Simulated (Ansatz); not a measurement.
# Ca on Ir(111): change of the work function, part 2 of 2

How does one ordered layer of Ca (fcc site) change the work function of Ir(111), and what dipole does each adsorbate carry?

Ansatz 0.2.0; plane-wave DFT, PBE, Ansatz PAW.

So far, work function, upper face (eV): step 2 (the clean slab) 5.49.

## (3) Adsorbate added

System of this step: Ca/Ir(111). The cell holds 17 atoms: 16 Ir and 1 Ca. Its edges and angles: a = 5.431 Å, b = 5.431 Å, c = 27.499 Å, α = 90.0°, β = 90.0°, γ = 60.0°. Vacuum lies along c.

The clean slab as it ended is repeated in the plane and the adsorbate is set on one face; the cell's size fixes the coverage, and the k-mesh shrinks with it to keep the sampling density about even. Adsorbate and upper layers relax, since the dipole depends on the height.

Input file input.yaml:

```yaml
crystal:
  lattice:
    - [5.4305800796, 0.0, 0.0]
    - [2.7152900398, 4.7030203062, 0.0]
    - [0.0, 0.0, 27.4994194075]
  atoms:
    - { symbol: Ir, position: [0.0, 0.0, 0.3272796369] }
    - { symbol: Ir, position: [0.1666666667, 0.1666666667, 0.4079004312] }
    - { symbol: Ir, position: [0.3333333333, 0.3333333333, 0.4884273728] }
    - { symbol: Ir, position: [0.0, 0.0, 0.5685677452] }
    - { symbol: Ir, position: [0.0, 0.5, 0.3272796369] }
    - { symbol: Ir, position: [0.1666666667, 0.6666666667, 0.4079004312] }
    - { symbol: Ir, position: [0.3333333333, 0.8333333333, 0.4884273728] }
    - { symbol: Ir, position: [0.0, 0.5, 0.5685677452] }
    - { symbol: Ir, position: [0.5, 0.0, 0.3272796369] }
    - { symbol: Ir, position: [0.6666666667, 0.1666666667, 0.4079004312] }
    - { symbol: Ir, position: [0.8333333333, 0.3333333333, 0.4884273728] }
    - { symbol: Ir, position: [0.5, 0.0, 0.5685677452] }
    - { symbol: Ir, position: [0.5, 0.5, 0.3272796369] }
    - { symbol: Ir, position: [0.6666666667, 0.6666666667, 0.4079004312] }
    - { symbol: Ir, position: [0.8333333333, 0.8333333333, 0.4884273728] }
    - { symbol: Ir, position: [0.5, 0.5, 0.5685677452] }
    - { symbol: Ca, position: [0.1666666667, 0.1666666667, 0.6727203631] }
kpoints:
  mp_grid: { grid: [6, 6, 1] }
hamiltonian:
  xc: pbe
scf:
  occupations: { method: fermi_dirac, width: 0.1 }
  convergence: { dr2_threshold: 1.0e-08 }
efield:
  axis: 3
  dipole_correction: true
  ramp_position: 0.97
  ramp_width: 0.06
relax:
  f_tol: 0.02
  max_steps: 60
  constraints: [{ sites: [0, 1, 4, 5, 8, 9, 12, 13] }]
output:
  dos: { projected: true, e_range: [-8, 4] }
  write_potential: true
  write_density: true
  volumetric_format: npy
  elf: true
```

Launch:

```bash
$ ansatz run input.yaml --threads 4 --pin off --max-ram 6144MiB --backend cpu --events-out ev --progress --plain --runs-dir out
```

Log:

```text
[...]
Crystal: 17 atoms, lattice volume = 702.339 Å³
Basis set: ecut = 420 eV, 13657 PW (Γ), exchange–correlation on 80×80×384 points (8 copies of the dense FFT grid, shifted against one another)
Bands: 170, of which v1, the nominal top of the filled ones, is band 141 counted from 1 (140 counted from 0)
Symmetry: 6 space group operations
[...]
k-points: 7 of 36 (time reversal used)
[...]
SCF iter   1: F=—  HF=-192776.270929 eV  |F-HF|=—  |Δ(HF+E_count)|=         —  Δρ=9.76e-3  dr2=1.51e1  ethr=1.77e-3  p=0.451 e·Å  D=1.16e-1 V/Å  ΔV_dip=-3.19 eV  dr2_dipole=6.86e0  V_vac-E_F(+/−)=2.05/5.24 eV  ⟨swp⟩=9.4  Hψ=5485  notcnv=0  defer=5
[...]
SCF iter  13: F=-192776.005210 eV  HF=-192776.005210 eV  |F-HF|=3.96e-9  |Δ(HF+E_count)|=   7.28e-9  Δρ=5.28e-7  dr2=6.17e-9  ethr=3.55e-12  p=0.363 e·Å  D=9.36e-2 V/Å  ΔV_dip=-2.57 eV  dr2_dipole=1.37e-9  V_vac-E_F(+/−)=2.93/5.50 eV  ⟨swp⟩=15.3  Hψ=8675  notcnv=0
SCF 1 converged in 13 iterations: F = -192776.005210 eV  dr2 = 6.17e-9
[...]
relax step   1: F+E_penalty+E_count = -192776.00521014 eV  Δ(F+E_penalty+E_count) = +0.000e0 eV  max|allowed force component| = 1.649e0 eV/Å  Δτ_max = 0.0000 Å  (13 SCF iters, accepted)
[...]
SCF iter  12: F=-192776.363284 eV  HF=-192776.363284 eV  |F-HF|=2.91e-10  |Δ(HF+E_count)|=   9.78e-9  Δρ=5.19e-7  dr2=9.11e-9  ethr=3.55e-12  p=0.401 e·Å  D=1.03e-1 V/Å  ΔV_dip=-2.84 eV  dr2_dipole=4.13e-11  V_vac-E_F(+/−)=2.66/5.51 eV  ⟨swp⟩=15.6  Hψ=8655  notcnv=0
SCF 2 converged in 12 iterations: F = -192776.363284 eV  dr2 = 9.11e-9
[...]
relax step   2: F+E_penalty+E_count = -192776.36328415 eV  Δ(F+E_penalty+E_count) = -3.581e-1 eV  max|allowed force component| = 1.309e0 eV/Å  Δτ_max = 0.1979 Å  (12 SCF iters, accepted)
[...]
SCF iter  13: F=-192776.558180 eV  HF=-192776.558180 eV  |F-HF|=4.02e-9  |Δ(HF+E_count)|=   1.72e-9  Δρ=3.74e-7  dr2=3.78e-9  ethr=3.55e-12  p=0.449 e·Å  D=1.16e-1 V/Å  ΔV_dip=-3.18 eV  dr2_dipole=5.29e-10  V_vac-E_F(+/−)=2.33/5.51 eV  ⟨swp⟩=15.6  Hψ=8359  notcnv=0
SCF 3 converged in 13 iterations: F = -192776.558180 eV  dr2 = 3.78e-9
[...]
relax step   3: F+E_penalty+E_count = -192776.55818046 eV  Δ(F+E_penalty+E_count) = -1.949e-1 eV  max|allowed force component| = 4.910e-1 eV/Å  Δτ_max = 0.1949 Å  (13 SCF iters, accepted)
[...]
relax step   4: F+E_penalty+E_count = -192776.57965242 eV  Δ(F+E_penalty+E_count) = -2.147e-2 eV  max|allowed force component| = 3.995e-1 eV/Å  Δτ_max = 0.1863 Å  (11 SCF iters, accepted)
[...]
relax step   5: F+E_penalty+E_count = -192776.59299388 eV  Δ(F+E_penalty+E_count) = -1.334e-2 eV  max|allowed force component| = 6.645e-2 eV/Å  Δτ_max = 0.0649 Å  (11 SCF iters, accepted)
[...]
relax step   6: F+E_penalty+E_count = -192776.59318532 eV  Δ(F+E_penalty+E_count) = -1.914e-4 eV  max|allowed force component| = 2.412e-2 eV/Å  Δτ_max = 0.0042 Å  (8 SCF iters, accepted)
SCF iter   1: F=—  HF=-192776.591790 eV  |F-HF|=—  |Δ(HF+E_count)|=         —  Δρ=4.60e-5  dr2=2.89e-5  ethr=8.76e-8  p=0.474 e·Å  D=1.22e-1 V/Å  ΔV_dip=-3.36 eV  dr2_dipole=6.94e-6  V_vac-E_F(+/−)=2.14/5.50 eV  ⟨swp⟩=2.7  Hψ=2015  notcnv=0
[...]
SCF iter   6: F=-192776.593223 eV  HF=-192776.593223 eV  |F-HF|=1.25e-9  |Δ(HF+E_count)|=   1.73e-8  Δρ=3.99e-7  dr2=3.47e-9  ethr=3.55e-12  p=0.474 e·Å  D=1.22e-1 V/Å  ΔV_dip=-3.36 eV  dr2_dipole=7.85e-10  V_vac-E_F(+/−)=2.14/5.50 eV  ⟨swp⟩=9.3  Hψ=7155  notcnv=0
SCF 7 converged in 6 iterations: F = -192776.593223 eV  dr2 = 3.47e-9
relax step   7: F+E_penalty+E_count = -192776.59322278 eV  Δ(F+E_penalty+E_count) = -3.746e-5 eV  max|allowed force component| = 1.227e-3 eV/Å  Δτ_max = 0.0011 Å  (6 SCF iters, accepted)
NSCF: frozen V_eff on 7 k-points
[...]
SCF converged after 6 iterations
Free energy (F): -192776.593223 eV
[...]
Internal energy: -192775.974649 eV  (E = F + TS)
E sigma→0 (E₀):  -192776.283936 eV
Entropy (-TS):   -0.618574 eV (-36.387 meV/atom)
Fermi energy:    6.249182 eV
Dipole field:    D = 0.122151 V/Å  (p = 0.474112 e·Å, saw-weighted, corrected)
Work function:   Φ+ = 2.1443 eV   Φ− = 5.5034 eV
[...]
--- Forces (eV/Å), atoms counted from 1 ---
  atom   1  Ir     0.01789067     0.01032918     0.17917637
  atom   2  Ir    -0.00000000    -0.00000000     0.00616770
  atom   3  Ir    -0.00016345    -0.00009437     0.00019251
  atom   4  Ir    -0.00095470    -0.00055120     0.00057654
  atom   5  Ir     0.00000000    -0.02065836     0.17917637
  atom   6  Ir     0.11232520    -0.06485098    -0.26082672
  atom   7  Ir    -0.00000000     0.00018874     0.00019251
  atom   8  Ir     0.00000000     0.00110240     0.00057654
  atom   9  Ir    -0.01789067     0.01032918     0.17917637
  atom  10  Ir    -0.00000000     0.12970197    -0.26082672
  atom  11  Ir     0.00016345    -0.00009437     0.00019251
  atom  12  Ir     0.00095470    -0.00055120     0.00057654
  atom  13  Ir     0.00000000    -0.00000000     0.23774891
  atom  14  Ir    -0.11232520    -0.06485098    -0.26082672
  atom  15  Ir     0.00000000     0.00000000    -0.00122701
  atom  16  Ir     0.00000000     0.00000000     0.00020776
  atom  17  Ca    -0.00000000    -0.00000000    -0.00024014
  max |Σ_I F_I| component: 1.33e-5 eV/Å
--- Band table (eV; the first three rows and the last of 7) ---
  k-point 0: bands = [... 137 lower, 6.8139, 6.8139, 6.8708, 6.9650, 6.9650, 7.1620, 7.1620, 7.2495, ... 25 higher]
  k-point 1: bands = [... 137 lower, 6.4702, 6.5382, 6.5935, 6.6644, 6.7288, 6.7669, 6.7872, 6.8819, ... 25 higher]
  k-point 2: bands = [... 137 lower, 5.7015, 5.7069, 5.9999, 6.0072, 6.1814, 6.3028, 6.3826, 6.3940, ... 25 higher]
  k-point 6: bands = [... 137 lower, 5.7699, 5.9015, 5.9466, 5.9765, 6.0095, 6.2337, 6.3448, 6.3965, ... 25 higher]
--- Relaxed structure (7 steps of the walk, 7 accepted, 0 SCFs on fresh bases) ---
  F+E_penalty+E_count = -192776.59322278 eV   max|allowed force component| = 1.227e-3 eV/Å
  atoms:
    - { symbol: Ir, position: [-1.795949e-17, -1.795949e-17, 0.327280] }
    - { symbol: Ir, position: [0.166667, 0.166667, 0.407900] }
    - { symbol: Ir, position: [0.333483, 0.333483, 0.489395] }
    - { symbol: Ir, position: [-0.00340605, -0.00340605, 0.569315] }
    - { symbol: Ir, position: [0.0, 0.500000, 0.327280] }
    - { symbol: Ir, position: [0.166667, 0.666667, 0.407900] }
    - { symbol: Ir, position: [0.333483, 0.833035, 0.489395] }
    - { symbol: Ir, position: [-0.00340605, 0.506812, 0.569315] }
    - { symbol: Ir, position: [0.500000, -1.795949e-17, 0.327280] }
    - { symbol: Ir, position: [0.666667, 0.166667, 0.407900] }
    - { symbol: Ir, position: [0.833035, 0.333483, 0.489395] }
    - { symbol: Ir, position: [0.506812, -0.00340605, 0.569315] }
    - { symbol: Ir, position: [0.5, 0.500000, 0.327280] }
    - { symbol: Ir, position: [0.666667, 0.666667, 0.407900] }
    - { symbol: Ir, position: [0.833333, 0.833333, 0.486735] }
    - { symbol: Ir, position: [0.5, 0.500000, 0.571383] }
    - { symbol: Ca, position: [0.166667, 0.166667, 0.654141] }
```

Wall time 87 s (4 threads of Intel Xeon 6975P-C (Granite Rapids), shared host); peak memory 2.9 GiB; 5.6 min of CPU time.

Relaxation path:

```csv
step,energy less that of the first step (eV),largest force component (eV/Å)
1,0.0000,1.6485
2,-0.3581,1.3087
3,-0.5530,0.4910
4,-0.5744,0.3995
5,-0.5878,0.0665
6,-0.5880,0.0241
7,-0.5880,0.0012
```

Forces are held to the 6 operations that the program found; a distortion that breaks them can't arise in this run.

The atoms that moved most (Å):

```csv
atom,dx,dy,dz,length
Ca17,0.000,0.000,-0.511,0.511
Ir16,0.000,0.000,0.077,0.077
Ir15,0.000,0.000,-0.047,0.047
Ir12,0.028,-0.016,0.021,0.038
Ir4,-0.028,-0.016,0.021,0.038
Ir8,0.000,0.032,0.021,0.038
Ir3,0.001,0.001,0.027,0.027
Ir11,-0.001,0.001,0.027,0.027
```

The relaxed structure:

```
Ir Ca
1.0
     5.43058    0.00000    0.00000
     2.71529    4.70302    0.00000
     0.00000    0.00000   27.49942
Ir Ca
16 1
Direct
  0.00000 0.00000 0.32728
  0.16667 0.16667 0.40790
  0.33348 0.33348 0.48939
  0.99659 0.99659 0.56931
  0.00000 0.50000 0.32728
  0.16667 0.66667 0.40790
  0.33348 0.83303 0.48939
  0.99659 0.50681 0.56931
  0.50000 0.00000 0.32728
  0.66667 0.16667 0.40790
  0.83303 0.33348 0.48939
  0.50681 0.99659 0.56931
  0.50000 0.50000 0.32728
  0.66667 0.66667 0.40790
  0.83333 0.83333 0.48673
  0.50000 0.50000 0.57138
  0.16667 0.16667 0.65414
```

This step gave:

```
energy at zero smearing        : -192776.2839 eV
work function, upper face      : 2.144 eV
work function, lower face      : 5.503 eV
dipole along the normal        : 0.4741 e·Å
step between the vacuum levels : -3.359 eV
```

Running mean over 2.217 Å of the planar mean; the ramp of the sawtooth is left out. The electron's electrostatic potential energy less the Fermi level by z:

```csv
z (Å),electron's electrostatic potential energy less the Fermi level (eV)
3.5,5.50
4.0,5.50
4.5,5.50
5.0,5.50
5.5,5.48
6.0,5.43
6.5,5.19
7.0,4.28
7.5,0.784
8.0,-5.51
8.5,-10.8
9.0,-12.7
9.5,-13.1
10.0,-13.3
10.5,-13.4
11.0,-13.5
11.5,-13.5
12.0,-13.5
12.5,-13.5
13.0,-13.5
13.5,-13.5
14.0,-13.3
14.5,-13.2
15.0,-13.1
15.5,-13.0
16.0,-12.1
16.5,-8.90
17.0,-4.23
17.5,-1.32
18.0,-0.969
18.5,-1.04
19.0,-0.354
19.5,0.738
20.0,1.43
20.5,1.77
21.0,1.94
21.5,2.04
22.0,2.09
22.5,2.12
23.0,2.13
23.5,2.14
24.0,2.14
```

The density of states has structure finer than the step of the table below, so its rows give means over 0.25 eV. Peaks (eV: height): -3.430: 42.3, -3.190: 52.0, -3.100: 46.6, -3.040: 41.2, -2.140: 40.8, -2.080: 44.8, 0.150: 41.3.

The density of states by energy, zero at the Fermi level; means over each step:

```csv
energy (eV),density of states (states/eV a cell)
-7.75,2.14
-7.50,10.7
-7.25,10.5
-7.00,13.3
-6.75,14.3
-6.50,18.3
-6.25,21.9
-6.00,17.3
-5.75,11.8
-5.50,14.2
-5.25,17.0
-5.00,13.4
-4.75,20.2
-4.50,14.2
-4.25,15.0
-4.00,22.3
-3.75,20.8
-3.50,33.5
-3.25,31.4
-3.00,30.3
-2.75,16.9
-2.50,16.2
-2.25,16.4
-2.00,27.6
-1.75,13.7
-1.50,13.3
-1.25,18.4
-1.00,24.0
-0.75,21.7
-0.50,18.6
-0.25,13.9
0.00,19.8
0.25,24.1
0.50,22.8
0.75,22.0
1.00,18.8
1.25,15.6
1.50,7.88
1.75,8.36
```

Projected DOS per atom over height of the atomic layer and energy from the Fermi level. Layers: Ir4 Ir4 Ir4 Ir4 Ca from below.

Ten even steps from '0' (0.01 states/eV) to '9' (2.27 states/eV), each cell a mean:
```
10010
33331
46631
66543
53352
54350
74470
53340
64551
53351
63460
96690
66670
45550
35540
34440
34340
35530
36640
25520
14410
01100
```
Columns: height of the atomic layer (Å) from 9 to 18.0; rows upwards: energy from the Fermi level (eV) from -7.96 to 1.95.

Valence density in the ca plane at fractional y = 0.167, with atoms of Ir and Ca within 0.2 Å of it. It is the smooth field of the valence electrons, not physical close to the nuclei.

Ten steps, logarithmic in the rise over the least value, from '0' (0.0 e/Å³) to '9' (8.7 e/Å³), each cell a mean:
```
66533344333566543466542211110000000000000000
66533344333566543466542110000000000000000000
54434577643455433345432100000000000000000000
33335899853333322333321100000000000000000000
33335899963333222233321100000000000000000000
33335799853333322334321100000000000000000000
55433566543455433455432100000000000000000000
66533344333566543466542110000000000000000000
66533344333466543456542222210000000000000000
54434577643455433344432356531000000000000000
33335899853333322233322578863100000000000000
33335899963333322233322589973100000000000000
33335799853333322333332478862000000000000000
55433566543455433445432345531000000000000000
```
Columns run along c (16.0 Å, from fractional 0.32 to 0.90 of the cell), rows up along a (5.4 Å). Atoms in or near the plane, at fractional coordinates: Ir at (0.41, 0.17), Ir at (0.41, 0.67), Ca at (0.65, 0.17).

ELF in the ca plane at fractional y = 0.167, with atoms of Ir and Ca within 0.2 Å of it. It is the smooth field of the valence electrons, not physical close to the nuclei.

Ten even steps from '0' (0.00) to '9' (0.85), each cell a mean:
```
55333333333355334345434211100012332110000000
54333333333355334345434310000112221100000000
33333455433333333333333321101112211000000000
33333777743333322233333322111111111000000000
33334755743333221234433221111111110000000000
33333677633333322233333322111111111000000000
43333355433333333334333321000112211000000000
55333333333355334345434310000012222100000000
54333333333355334344434112210012332110000000
33333455433333333333332268862002443210000000
33333777733333322233431599995101444211000000
33333755743333221234431699996101444311000000
33333677633333322233331499994102444211000000
43333355433333333333332158851002443210000000
```
Columns run along c (16.0 Å, from fractional 0.32 to 0.90 of the cell), rows up along a (5.4 Å). Atoms in or near the plane, at fractional coordinates: Ir at (0.41, 0.17), Ir at (0.41, 0.67), Ca at (0.65, 0.17).

Electrostatic potential energy in the ca plane at fractional y = 0.167, with atoms of Ir and Ca within 0.2 Å of it. With pseudopotentials it is smooth inside the atoms' cores, unlike the true potential.

Ten even steps from '0' (-52 eV) to '9' (10 eV), each cell a mean:
```
44789988999744688754689998889999999999999999
45789888899754688754689999999999999999999999
77898633589877899877899999999999999999999999
99996100169998999999999999999999999999999999
99986000058999999999999999999999999999999999
88997200269988999988999999999999999999999999
66898644689876799876799999999999999999999999
44789988999744688754689999999999999999999999
45789888899754689755689988889999999999999999
77898633589877899887899865578999999999999999
99996100169998999999998620147899999999999999
99986000058999999999998510037899999999999999
88997200269988999999999630158999999999999999
66898644689876799877899875678999999999999999
```
Columns run along c (16.0 Å, from fractional 0.32 to 0.90 of the cell; values clipped at the 3rd and 97th percentile), rows up along a (5.4 Å). Atoms in or near the plane, at fractional coordinates: Ir at (0.41, 0.17), Ir at (0.41, 0.67), Ca at (0.65, 0.17).

The relaxation took 7 steps and lowered the energy by 0.59 eV; the largest force on the free atoms ends at 0.0012 eV/Å.

By hand: a sheet of dipoles makes a step −p/(ε₀A) in the electron's potential. With e/ε₀ = 180.95 V·Å, p = 0.4741 e·Å and A = 25.54 Å², that is −180.95 × (0.4741) / 25.54 = -3.359 eV, and the two vacuum levels of the run differ by -3.359 eV.

The covered face has 2.14 eV, -3.34 eV against the clean one; the bare back face has moved by +0.01 eV, a measure of how thin the slab is.

## (4) Work function against coverage

This step: plane-wave DFT, PBE, Ansatz PAW; work function against coverage (Ansatz 0.2.0).

The runs are now put side by side.

Numbers from this step:

```yaml
work_function_of_the_clean_face: 5.486 eV
largest_change_of_the_work_function: -3.342 eV
```

Work function of the covered face against coverage:

```csv
coverage (adsorbates/nm²),work function of the covered face (eV)
0.00,5.49
3.92,2.14
```

The dipole per adsorbate comes from the change of the cell's dipole. Coverage, by row:

```csv
coverage (1/nm²),coverage (ML),work function (eV),change (eV),"dipole per adsorbate, positive end outwards (debye)",mean height of the added atoms over the highest substrate atom (Å)
3.915,0.25,2.144,-3.342,2.272,2.276
```

## (5) Outcome

```yaml
work_function_of_the_clean_face: 5.49 eV
work_function_at_0p25_ml: 2.14 eV
dipole_per_adsorbate_at_0p25_ml_positive_end_outwards: 2.27 D
```

What this shows: Ca lowers the work function of Ir(111) at the lowest coverage, by 3.34 eV: the adsorbate layer has its positive end outwards. One coverage alone was completed, so no trend follows. The slab has 4 layers, at the tabulated experimental lattice constant, one starting site was run, and quantum-size effects of a slab this thin can reach one or two tenths of an eV.

[Long decimals in the printed logs are rounded to 6 places.]

[Logs are printed without paths, hosts, clocks, repeated set-up lines and the standing remarks that a program may print on its own settings, such as how far it seeks lower states.]

[Hosts, paths, dates, database ids (printed as entryN), source tags and the programs' standing remarks are cut or masked in the printed files.]

[Maps of the electrostatic potential energy from Ansatz leave out the sawtooth potential of an applied field or a dipole correction, so their vacuum need not be flat; planar profiles and work functions include it.]

[The density of states shown here was stored with 400 of the rows of the run's finer table, so its peaks can read low, often by over a quarter, or be missed, and its means over a window can be off by a tenth or more.]
